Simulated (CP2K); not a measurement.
Consider 3-cyanothiophene at its PBE geometry (Å).

```xyz
10

N     3.1513   -0.4210    0.2627
C     2.0067   -0.2133    0.1588
C     0.6138    0.0499    0.0290
C    -0.4139   -0.9441    0.1275
C    -1.6662   -0.4079   -0.0362
S    -1.6020    1.2896   -0.3080
C     0.0999    1.3178   -0.2075
H    -0.2189   -1.9972    0.3107
H    -2.6245   -0.9171   -0.0126
H     0.6538    2.2433   -0.3242
```

Method: CP2K XAS_TDP, all-electron GAPW, PBEh(45%), aug-cc-pVDZ, TDA, GW2X-corrected core level, no relativity.

**Question.** Predict the bright core excitations at the C K edge.

Leading lines: C2 288.55 eV, C3 287.52 eV, C4 287.52 eV, C5 287.15 eV and C7 286.71 eV. The leading line of an atom is its first one with 35 % of the strongest within 2.5 eV of its lowest line over the strength cut. Core ionisation energies at this level: C4 292.76, C5 292.80, C7 292.95, C2 293.79 and C3 292.98 eV.

The first six lines of each atom with a strength over 0.0015:

```csv
atom,energy (eV),states,"strength, one atom",above the computed threshold
C2 (bonded to C and N),288.55,1,0.0371,
,288.86,1,0.0536,
,291.33,1,0.0092,
,292.76,1,0.0020,
,293.09,1,0.0104,
,293.53,1,0.0026,
C3 (bonded to 3 C),287.52,1,0.0359,
,290.00,1,0.0032,
,290.51,1,0.0038,
,291.23,1,0.0044,
,291.66,1,0.0016,
,292.00,1,0.0160,
C4 (bonded to 2 C and H),287.52,1,0.0503,
,289.08,1,0.0033,
,290.61,1,0.0120,
,290.76,1,0.0082,
,291.58,1,0.0016,
,291.68,1,0.0040,
"C5 (bonded to C, S and H)",287.15,1,0.0492,
,289.64,1,0.0329,
,290.54,1,0.0134,
,291.44,1,0.0044,
,291.69,1,0.0025,
,292.18,1,0.0023,
"C7 (bonded to C, S and H)",286.71,1,0.0509,
,289.91,1,0.0288,
,290.81,1,0.0149,
,291.59,1,0.0074,
,291.80,1,0.0067,
,291.93,1,0.0052,
```

Lines are vertical, at one geometry, with no vibrational structure. GW2X ionisation energies and lines can be off by 1 to 2 eV either way, and a good line position may hide errors that cancel. These values hold no scalar relativity, about 0.1 eV for C 1s. Rydberg lines, and the discretised continuum above threshold, depend on the basis and the box.

[Banner, clock and machine lines of the logs are left out without a mark of their own.]

[Logs are printed without paths, hosts, clocks, repeated set-up lines and the standing remarks that a program may print on its own settings, such as how far it seeks lower states.]

[Hosts, paths, dates, database ids (printed as entryN), source tags and the programs' standing remarks are cut or masked in the printed files.]
